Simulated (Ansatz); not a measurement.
# Cd5B3O9F: which shell does photoemission see at 21.2 and 600 eV? (PBEsol)

The valence band of Cd5B3O9F mixes several shells. Work out by hand which one leads the spectrum's area at each photon energy.

Filled states come from the projected DOS of Ansatz 0.2.0 (PBEsol, plane waves); cross sections σ and asymmetry parameters β are those of free atoms in a Dirac–Hartree–Slater calculation. A shell's area is states × σ × angular factor, which is 1 − β·P₂(cos θ)/2 for unpolarised light, with θ = 54.7° from the beam and P₂ = 0.001.

**At 21.2 eV** (states counted from 11.2 eV below the zero; other shells add 5.9 to the products' sum of 190):

```
shell  filled states a cell  cross section (Mb an electron)      β  angular factor  product  share by hand (%)  share in the simulated spectrum (%)
Cd 4d                 49.72                           0.964  -0.11            1.00     47.9                 25                                   25
 F 2p                  5.73                            2.03   0.40            1.00     11.6                  6                                    6
 O 2s                  1.73                               0   0.00            1.00        0                  0                                    0
 O 2p                 45.56                            2.73   0.81            1.00      124                 65                                   66
```

**At 600 eV** (states counted from 23.6 eV below the zero; other shells add 0.034 to the products' sum of 1.34):

```
shell  filled states a cell  cross section (Mb an electron)     β  angular factor  product  share by hand (%)  share in the simulated spectrum (%)
Cd 4d                 49.92                          0.0218  1.26            1.00     1.09                 81                                   81
 F 2p                  5.73                         0.00271  1.02            1.00   0.0155                  1                                    1
 O 2s                 15.04                         0.00906  2.00            1.00    0.136                 10                                   10
 O 2p                 45.87                         0.00144  0.91            1.00    0.066                  5                                    5
```

O 2p leads at 21.2 eV and Cd 4d at 600 eV. Between the two energies σ of O 2p changes by a factor 5.3e-4 and that of Cd 4d by 0.023, so their ratio moves 43-fold in favour of the second. The simulated spectrum uses the same rule on the energy-resolved DOS, so the two share columns agree within a few points.

Only crystals where the two columns agree within 4 points and the lead is clear are worked in this form. Free-atom cross sections ignore the solid's final states, no escape depth or background enters, and the count of states a shell hangs on the projection.

[Logs are printed without paths, hosts, clocks, repeated set-up lines and the standing remarks that a program may print on its own settings, such as how far it seeks lower states.]
